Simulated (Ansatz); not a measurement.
An input for Ansatz 0.2.0 (KCrF3 (P4/mmm)):

```yaml
crystal:
  lattice:
    - [-4.09361, 0.0, 0.0]
    - [0.0, -4.09361, 0.0]
    - [0.0, 0.0, 4.600637]
  atoms:
    - { symbol: K, position: [0.5, 0.5, 0.5] }
    - { symbol: Cr, position: [0.0, 0.0, 0.0] }
    - { symbol: F, position: [0.0, 0.0, 0.5] }
    - { symbol: F, position: [0.0, 0.5, 0.0] }
    - { symbol: F, position: [0.5, 0.0, 0.0] }
kpoints:
  mp_grid: { grid: [8, 8, 8] }
  band_path:
    path:
      - [[0.0, 0.0, 0.0], [0.0, 0.5, 0.0], [0.5, 0.5, 0.0], [0.0, 0.0, 0.0], [0.0, 0.0, 0.5], [0.0, 0.5, 0.5], [0.5, 0.5, 0.5], [0.0, 0.0, 0.5]]
      - [[0.0, 0.5, 0.0], [0.0, 0.5, 0.5]]
      - [[0.5, 0.5, 0.0], [0.5, 0.5, 0.5]]
    npoints: 10
hamiltonian:
  xc: lda
  pseudopotentials: { kind: paw, source: ansatz }
scf:
  occupations: { method: gaussian, width: 0.08 }
  n_extra_bands: 19
  max_iter: 150
output:
  eigenvalues: true
  forces: true
  stress: true
  fatbands: true
```

```sh
ansatz run input.yaml --threads 4 --pin off --max-ram 9216MiB --backend cpu --events-out ev --progress --plain --runs-dir out
```

**Question.** How long will it take on 4 threads of Arm Neoverse V2, shared host, and how much memory?

It took 23 s; on shared hardware allow 11 s to 46 s. Peak host memory was 1.0 GiB. The sizes that set the cost: 5973 plane waves a state, 75 irreducible k points and 12 SCF cycles.

[Paths, hosts, dates, memory and timing lines, banners, echoed tables and standing remarks are left out of the program output.]

[Logs are printed without paths, hosts, clocks, repeated set-up lines and the standing remarks that a program may print on its own settings, such as how far it seeks lower states.]

[Runs of the session that timed out or met a known fault of the program may be left out.]

[Hosts, paths, dates, database ids (printed as entryN), source tags and the programs' standing remarks are cut or masked in the printed files.]
